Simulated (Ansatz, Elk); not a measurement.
# Al2CoW2: X-ray structure factors from the self-consistent density

The structure of Al2CoW2 used here is made up (a known structure type with other elements) and was relaxed beforehand with PBEsol. The aim is the Fourier transform of its all-electron density, F(hkl), set beside the sum over free spherical atoms that refinements use.

Program: Elk 11.2.3 (patched build). Level of theory: DFT, PBE, all-electron APW+lo, Dirac cores, scalar-relativistic bands, static density, no spin. Results are calculated unless marked as measured.

The structure was built from a prototype and need not be the compound's stable phase.

## Step 1: The starting structure

It takes space group Immm (No. 71, orthorhombic). Conventional cell: a = 3.591 Å, b = 5.047 Å, c = 7.640 Å, α = 90.00°, β = 90.00°, γ = 90.00°. W has 6 Al at 2.64 to 2.65 Å and 2 Co at 2.90 Å nearest. Nearest to Co lie 4 Al at 2.23 Å and 4 W at 2.90 Å. Nearest to Al lie 2 Co at 2.23 Å and 2 Al at 2.39 to 2.66 Å and 6 W at 2.64 to 2.65 Å. Farther neighbours are not listed.

## Step 2: Ground state and structure factors

An all-electron density is needed, since X-rays see the cores too. Task 0 finds the density and task 195 Fourier-transforms it; tshift is off so that phases refer to the origin typed.

elk.in

```
tasks
  0
  195

xctype
  20

spinpol
  .false.

rgkmax
  7.0

gmaxvr
  14.0

lmaxo
  7

lmaxapw
  8

swidth
  0.002

tshift
  .false.

ramdisk
  .false.

hmaxvr
  5.5

maxscl
  120

epspot
  1e-06

sppath
  './'

avec
  -3.39301270546 4.76890641388 7.21871695412
  3.39301270546 -4.76890641388 7.21871695412
  3.39301270546 4.76890641388 -7.21871695412

atoms
  3
  'W.in'
  2
  0.7018675016 0.2018675016 0.5000000000   0.000000 0.000000 0.000000
  0.2981324984 0.7981324984 0.5000000000   0.000000 0.000000 0.000000
  'Co.in'
  1
  -0.0000000000 0.0000000000 -0.0000000000   0.000000 0.000000 0.000000
  'Al.in'
  2
  0.7367668230 0.5000000000 0.2367668230   0.000000 0.000000 0.000000
  0.2632331770 0.5000000000 0.7632331770   0.000000 0.000000 0.000000

ngridk
  8 8 8
```

On the command line:

```bash
$ OMP_NUM_THREADS=4 elk
```

Numbers of over 12 decimals in the logs are rounded to 6 here.

What it wrote:

```text
┌─────────────────────────┐
│ Elk code version 11.2.3 │
└─────────────────────────┘

All units are atomic (Hartree, Bohr, etc.)

┌─────────────────────────────────────────────────┐
│ Ground-state run starting from atomic densities │
└─────────────────────────────────────────────────┘

Lattice vectors :
  -3.393012705       4.768906414       7.218716954
   3.393012705      -4.768906414       7.218716954
   3.393012705       4.768906414      -7.218716954

Reciprocal lattice vectors :
 -0.4424535721E-16  0.6587658429      0.4352009746
  0.9259006453      0.2112472223E-16  0.4352009746
  0.9259006453      0.6587658429     -0.1935676392E-16

Unit cell volume      :    467.2230827
Brillouin zone volume :   0.5309031652

Muffin-tin inner radius fraction :   0.1000000000E-01

Nuclei treated as point charges

Species : 1 (W)
 parameters loaded from : W.in
 name : tungsten
 nuclear charge    :   -74.00000000
 electronic charge :    74.00000000
 atomic mass :    335119.8193
 muffin-tin radius :    2.800000000
 number of radial points in muffin-tin :   1393
 inner part over the whole radius :   0.9904299836E-02
 number on inner part of muffin-tin    :    999
 approximate nuclear radius :   0.1010025921E-03
 number of mesh points to nuclear radius :    520
 atomic positions (lattice), magnetic fields (Cartesian) :
  1 :  -0.29813250  0.20186750  0.50000000    0.00000000  0.00000000  0.00000000
  2 :   0.29813250 -0.20186750  0.50000000    0.00000000  0.00000000  0.00000000

Species : 2 (Co)
 parameters loaded from : Co.in
 name : cobalt
 nuclear charge    :   -27.00000000
 electronic charge :    27.00000000
 atomic mass :    107428.6517
 muffin-tin radius :    2.176121498
 number of radial points in muffin-tin :    993
 inner part over the whole radius :   0.9972496071E-02
 number on inner part of muffin-tin    :    699
 approximate nuclear radius :   0.7243775530E-04
 number of mesh points to nuclear radius :    335
 atomic positions (lattice), magnetic fields (Cartesian) :
  1 :   0.00000000  0.00000000  0.00000000    0.00000000  0.00000000  0.00000000

Species : 3 (Al)
 parameters loaded from : Al.in
 name : aluminium
 nuclear charge    :   -13.00000000
 electronic charge :    13.00000000
 atomic mass :    49184.33496
 muffin-tin radius :    1.994778040
 number of radial points in muffin-tin :    793
 inner part over the whole radius :   0.9927222659E-02
 number on inner part of muffin-tin    :    551
 approximate nuclear radius :   0.5839653600E-04
 number of mesh points to nuclear radius :    245
 atomic positions (lattice), magnetic fields (Cartesian) :
  1 :  -0.26323318  0.50000000  0.23676682    0.00000000  0.00000000  0.00000000
  2 :   0.26323318  0.50000000 -0.23676682    0.00000000  0.00000000  0.00000000

Total number of atoms per unit cell :    5
Total muffin-tin volume :    293.5673136
 ratio of muffin-tin to unit cell volume :   0.6283236519

Spin treatment :
 spin-unpolarised

Number of Bravais lattice symmetries :    8
Number of crystal symmetries         :    8
Crystal has inversion symmetry
Real symmetric eigensolver will be used

k-point grid :      8     8     8
k-point offset :    0.000000000       0.000000000       0.000000000
k-point set is reduced with full crystal symmetry group
Total number of k-points :       95

Muffin-tin radius times maximum |G+k| :    7.000000000
 using average radius
Maximum |G+k| for APW functions       :    2.974754303
Maximum (1/2)|G+k|²                   :    4.424581582
Maximum |G| for potential and density :    14.00000000
Constant for pseudocharge density :   10
 order of it for each species :   17  17  17
 order of it for pair densities of each species (exact exchange by exxq0 0: 18) :   14   8   5
Radial integration step length :    1

G-vector grid sizes :     42    42    42
Number of G-vectors :    21655

Maximum angular momentum used for
 APW functions            :    8
 outer part of muffin-tin :    7
 inner part of muffin-tin :    2

Total nuclear charge    :   -201.0000000
[...]
total energy                :     -34211.687771032

Density of states at Fermi energy :    62.39733053
 (states/Hartree/unit cell)

Estimated indirect band gap :   0.3034232742E-03
 from k-point 52 to k-point 95
Estimated direct band gap   :   0.8999873356E-02
 at k-point 95

Charges :
 core                        :    112.0000000
 valence                     :    89.00000000
 interstitial                :    7.167651945
 muffin-tins (core leakage)
  species : 1 (W)
   atom 1                    :    72.04187953     ( -0.2295390971E-06)
[...]
species : 2 (Co)
[...]
species : 3 (Al)
[...]
total in muffin-tins        :    193.8323481
 total calculated charge     :    200.9947653
 total charge                :    201.0000000
 error                       :   0.5234704731E-02

RMS change in Kohn-Sham potential (target) :   0.6033206370     (  0.1000000000E-05)
Absolute change in total energy (target)   :   0.5520009025E-01 (  0.1000000000E-03)

[... loops 3 to 16 left out ...]

┌──────────────────┐
│ Loop number : 17 │
└──────────────────┘

Energies :
 Fermi                       :     0.390826
 sum of occupied eigenvalues :     -20852.964064837
 electron kinetic            :      38329.450764022
 core electron kinetic       :      36789.005759697
 Coulomb                     :     -71792.876933298
 Coulomb potential           :     -58205.092770284
 nuclear-nuclear             :     -3265.0416042577
 electron-nuclear            :     -78924.113877958
 Hartree                     :      10396.278548918
 Madelung                    :     -42690.330548156
 xc potential                :     -977.32205857548
 exchange                    :     -736.58333841334
 correlation                 :     -11.338011828634
 electron entropic           :    -0.12626517862131E-02
 total energy                :     -34211.348782170

Density of states at Fermi energy :    95.84674504
 (states/Hartree/unit cell)

Estimated indirect band gap :   0.2071839871E-03
 from k-point 53 to k-point 69
Estimated direct band gap   :   0.7113780285E-02
 at k-point 83

Charges :
 core                        :    112.0000000
 valence                     :    89.00000000
 interstitial                :    6.865182480
 muffin-tins (core leakage)
  species : 1 (W)
[...]
species : 2 (Co)
[...]
species : 3 (Al)
[...]
total in muffin-tins        :    194.1348175
 total calculated charge     :    200.9950965
 total charge                :    201.0000000
 error                       :   0.4903546733E-02

RMS change in Kohn-Sham potential (target) :   0.2373836407E-06 (  0.1000000000E-05)
Absolute change in total energy (target)   :   0.3089786333E-05 (  0.1000000000E-03)

Convergence targets achieved

┌──────────────────┐
│ Loop number : 18 │
└──────────────────┘

Energies :
 Fermi                       :     0.390826
 sum of occupied eigenvalues :     -20852.964068953
 electron kinetic            :      38329.450759243
 core electron kinetic       :      36789.005754341
 Coulomb                     :     -71792.876934152
 Coulomb potential           :     -58205.092769030
 nuclear-nuclear             :     -3265.0416042577
 electron-nuclear            :     -78924.113881434
 Hartree                     :      10396.278551539
 Madelung                    :     -42690.330549637
 xc potential                :     -977.32205916553
 exchange                    :     -736.58333852471
 correlation                 :     -11.338011829445
 electron entropic           :    -0.12626518186200E-02
 total energy                :     -34211.348787915

Density of states at Fermi energy :    95.84675002
 (states/Hartree/unit cell)

Estimated indirect band gap :   0.2071882210E-03
 from k-point 53 to k-point 69
Estimated direct band gap   :   0.7113782779E-02
 at k-point 83

Charges :
 core                        :    112.0000000
 valence                     :    89.00000000
 interstitial                :    6.865182550
 muffin-tins (core leakage)
  species : 1 (W)
[...]
species : 2 (Co)
   atom 1                    :    25.90610538     (  0.1530702242E-02)
  species : 3 (Al)
   atom 1                    :    11.16229300     (  0.1457299147E-02)
   atom 2                    :    11.16229300     (  0.1457299147E-02)
 total in muffin-tins        :    194.1348174
 total calculated charge     :    200.9950965
 total charge                :    201.0000000
 error                       :   0.4903546654E-02

┌──────────────────────────────┐
│ Self-consistent loop stopped │
└──────────────────────────────┘

Warning : core states of species 2 leak from the muffin-tin :   0.1530702242E-02

Warning : core states of species 3 leak from the muffin-tin :   0.1457299147E-02

Wrote STATE.OUT
```

Wall time 75 s (4 threads of AMD EPYC 7B13 (Zen 3), shared host); peak memory 0.27 GiB; 4.5 min of CPU time.

SFACRHO.OUT:

```text

h k l indices transformed by vhmat matrix:
   1.000000000       0.000000000       0.000000000    
   0.000000000       1.000000000       0.000000000    
   0.000000000       0.000000000       1.000000000    

      h      k      l  multipl.   |H|            Re(F)            Im(F)           |F|

      0      0      0      1   0.0000000       201.00000      0.65181310E-17   201.00000    
      0     -1      1      4  0.78953931      -18.284539     -0.16210057E-14   18.284539    
      1      1     -1      2  0.87040195      -65.979225     -0.16749911E-13   65.979225    
     -1      0      1      4   1.0230796       41.987005     -0.81064130E-14   41.987005    
      1     -1      0      4   1.1363382      -105.13319      0.27557097E-13   105.13319    
      1     -1      1      2   1.3175317       127.98005     -0.83076542E-14   127.98005    
      1      1      0      8   1.4313853       122.61501      0.12968046E-13   122.61501    
     -2     -1      1      4   1.4623855       114.70252      0.12968046E-13   114.70252    
      2      0      0      4   1.5790786      -95.139155      0.26746594E-13   95.139155    
      2      1     -2      4   1.6005908      -90.959961      0.13354290E-13   90.959961    
      1      0      1      8   1.6681072       70.703424     -0.76997771E-14   70.703424    
     -2     -2      2      2   1.7408039       76.274710     -0.62589141E-14   76.274710    
      1     -1     -1      2   1.8518013       147.89267     -0.46608385E-13   147.89267    
      0     -1     -1      8   2.0130922      -16.794301      -0.0000000       16.794301    
     -1      2     -2      4   2.0236481      -11.609928      0.16210057E-14   11.609928    
     -2      0      2      4   2.0461592      -57.672900     -0.56493744E-14   57.672900    
     -1     -2      3      8   2.0731090      -53.783150      0.45388160E-13   53.783150    
     -1     -3      2      8   2.0788609      -20.143326     -0.12968046E-13   20.143326
```

Elk indexes on the primitive cell of elk.in and gives |H| = 4π sin θ/λ in inverse bohr. Below, one row stands for each form hkl of the conventional cell (m members, Friedel mates merged), F is for one primitive cell and the density is static (no thermal factor). Free-atom factors are Waasmaier and Kirfel's, and R is Σm||F|−|F'||/Σm|F|.

```tsv
hkl	m	sin θ/λ (Å⁻¹)	abs F, DFT	neutral atoms	diff.
011	4	0.119	18.285	18.515	-0.231
002	2	0.131	65.979	66.608	-0.629
101	4	0.154	41.987	42.023	-0.036
110	4	0.171	105.133	105.468	-0.335
020	2	0.198	127.980	128.284	-0.304
112	8	0.215	122.615	123.069	-0.454
013	4	0.220	114.703	115.165	-0.462
022	4	0.237	95.139	95.674	-0.535
103	4	0.241	90.960	91.424	-0.464
121	8	0.251	70.703	71.113	-0.410
004	2	0.262	76.275	76.712	-0.437
200	2	0.279	147.893	148.714	-0.821
211	8	0.303	16.794	16.678	+0.116
031	4	0.304	11.610	11.502	+0.108
202	4	0.308	57.673	57.557	+0.116
123	8	0.312	53.783	53.739	+0.044
114	8	0.313	20.143	20.089	+0.055
130	4	0.328	94.328	94.337	-0.009
```

## Step 3: The highest occupied states alone

An energy window below the Fermi level keeps the highest occupied states, to see at which angles they scatter; shallow core shells can lie inside it and anion s states outside. No new self-consistency is needed.

Edit elk.in of step 2 so:

```diff
@@ -1,3 +1,2 @@
 tasks
-  0
   195
@@ -40,2 +39,5 @@
 
+wsfac
+  0.023330 0.690830
+
 sppath
```

On the command line:

```bash
$ OMP_NUM_THREADS=4 elk
```

What it wrote:

```text
┌─────────────────────────────────┐
│ Elk code version 11.2.3 started │
└─────────────────────────────────┘

Info(readinput): the functional depends on the density's gradient
 muffin-tin radial points multiplied by    2.00000
 (not where nrmtscf is given)

┌────────────────────┐
│ Current task : 195 │
└────────────────────┘
Info(checkmt): changed muffin-tin radius of species 2 (Co) from   2.4000 to   2.1761
Info(checkmt): changed muffin-tin radius of species 3 (Al) from   2.2000 to   1.9948

Info(sfacrho): density structure factors written to SFACRHO.OUT

 Energy window :   0.2333000000E-01  0.6908300000

┌──────────────────┐
│ Elk code stopped │
└──────────────────┘
```

Wall time 7.8 s (4 threads); peak memory 0.16 GiB; 13 s of CPU time.

States within 10 eV below the Fermi level hold 26.93 electrons; any levels below the window count with the cores, and a count that is not whole means the window cuts a band. Their amplitudes can exceed the total, where window and core parts have opposite phase:

```tsv
hkl	sin θ/λ (Å⁻¹)	abs F, window	abs F, all
011	0.119	4.987	18.285
002	0.131	4.582	65.979
101	0.154	5.782	41.987
110	0.171	2.728	105.133
020	0.198	6.378	127.980
112	0.215	5.551	122.615
013	0.220	5.278	114.703
022	0.237	3.667	95.139
103	0.241	3.648	90.960
121	0.251	3.854	70.703
```

## Step 4: Another functional

The difference from free atoms is small, so it is set against the change that PBEsol makes.

Edit elk.in of step 3 so:

```diff
@@ -1,2 +1,3 @@
 tasks
+  0
   195
@@ -4,3 +5,3 @@
 xctype
-  20
+  22
 
@@ -39,5 +40,2 @@
 
-wsfac
-  0.023330 0.690830
-
 sppath
```

On the command line:

```bash
$ OMP_NUM_THREADS=4 elk
```

What it wrote:

```text
┌─────────────────────────┐
│ Elk code version 11.2.3 │
└─────────────────────────┘

All units are atomic (Hartree, Bohr, etc.)

┌─────────────────────────────────────────────────┐
│ Ground-state run starting from atomic densities │
└─────────────────────────────────────────────────┘

Lattice vectors :
  -3.393012705       4.768906414       7.218716954
   3.393012705      -4.768906414       7.218716954
   3.393012705       4.768906414      -7.218716954

Reciprocal lattice vectors :
 -0.4424535721E-16  0.6587658429      0.4352009746
[...]
species : 3 (Al)
   atom 1                    :    11.16221381     (  0.1490194529E-02)
   atom 2                    :    11.16221381     (  0.1490194529E-02)
 total in muffin-tins        :    194.1536752
 total calculated charge     :    200.9949995
 total charge                :    201.0000000
 error                       :   0.5000530751E-02

┌──────────────────────────────┐
│ Self-consistent loop stopped │
└──────────────────────────────┘

Warning : core states of species 2 leak from the muffin-tin :   0.1561511143E-02

Warning : core states of species 3 leak from the muffin-tin :   0.1490194529E-02

Wrote STATE.OUT
[key lines of the parts left out:]
total energy                :     -34199.709775822
```

Run time: 75 s. Hardware: 4 threads; peak memory 0.27 GiB.

Against the first run R = 0.01 %; the largest change is -0.029 at 040.

## Step 5: Basis size

The basis and the expansions that go with it are enlarged, to see whether the differences are converged.

Edit elk.in of step 4 so:

```diff
@@ -5,3 +5,3 @@
 xctype
-  22
+  20
 
@@ -11,12 +11,12 @@
 rgkmax
-  7.0
+  8.5
 
 gmaxvr
-  14.0
+  18.0
 
 lmaxo
-  7
+  9
 
 lmaxapw
-  8
+  10
```

On the command line:

```bash
$ OMP_NUM_THREADS=4 elk
```

What it wrote:

```text
┌─────────────────────────┐
│ Elk code version 11.2.3 │
└─────────────────────────┘

All units are atomic (Hartree, Bohr, etc.)

┌─────────────────────────────────────────────────┐
│ Ground-state run starting from atomic densities │
└─────────────────────────────────────────────────┘

Lattice vectors :
  -3.393012705       4.768906414       7.218716954
   3.393012705      -4.768906414       7.218716954
   3.393012705       4.768906414      -7.218716954

Reciprocal lattice vectors :
 -0.4424535721E-16  0.6587658429      0.4352009746
[...]
species : 3 (Al)
   atom 1                    :    11.16226090     (  0.1456370672E-02)
   atom 2                    :    11.16226090     (  0.1456370672E-02)
 total in muffin-tins        :    194.1596039
 total calculated charge     :    200.9955669
 total charge                :    201.0000000
 error                       :   0.4433138657E-02

┌──────────────────────────────┐
│ Self-consistent loop stopped │
└──────────────────────────────┘

Warning : core states of species 2 leak from the muffin-tin :   0.1533586950E-02

Warning : core states of species 3 leak from the muffin-tin :   0.1456370672E-02

Wrote STATE.OUT
[key lines of the parts left out:]
total energy                :     -34211.368186286
```

Run time: 2.7 min. Hardware: 4 threads; peak memory 0.44 GiB.

Against the first run R = 0.01 %; the largest change is -0.012 at 321.

## Step 6: Settings against the effect

```tsv
run	R against the first run (%)	R against neutral atoms, low angle (%)	wall time
PBE, rgkmax 7	0.00	0.46	75 s
PBEsol	0.01	0.46	75 s
rgkmax 8.5 with larger expansions	0.01	0.46	2.7 min
```

## Step 7: Summary of results

```yaml
r_against_neutral_atoms_sin_theta_lambda_0p3_a_minus1: 0.46 %
r_against_neutral_atoms_0p3_to_0p73_a_minus1: 0.18 %
```

What this shows: Independent neutral atoms miss the calculated amplitudes by R = 0.46 % below 0.3 Å⁻¹ and 0.18 % from there to 0.73 Å⁻¹; by shells, 1.06 % below 0.15 Å⁻¹ (2 forms), 0.43 % 0.15 to 0.3 (10 forms), 0.11 % 0.3 to 0.45 (30 forms), 0.20 % above 0.45 (107 forms). Bonding, aspherical density and the tables' own atoms all enter these figures, and the runs don't part them. The largest change of an amplitude is -0.82 electrons, at 200. The window's part falls from 26.9 electrons at the origin to at most 1.58 between 0.45 and 0.73 Å⁻¹, where compact states inside the window still scatter. Below 0.3 Å⁻¹ the changes that finished (PBEsol and rgkmax 8.5 with larger expansions) move F by R = 0.01 % at most, against the 0.46 % that separates it from free atoms. The k-mesh has no finished test. These runs have no spin, though d or f shells may be open. Spin-orbit coupling is left out, which can matter for elements this heavy. Part of the difference isn't bonding: the tables are fits to free atoms and ions calculated by other methods than this functional. Thermal motion, anomalous dispersion and extinction are left out.

[Logs are printed without paths, hosts, clocks, repeated set-up lines and the standing remarks that a program may print on its own settings, such as how far it seeks lower states.]

[Hosts, paths, dates, database ids (printed as entryN), source tags and the programs' standing remarks are cut or masked in the printed files.]
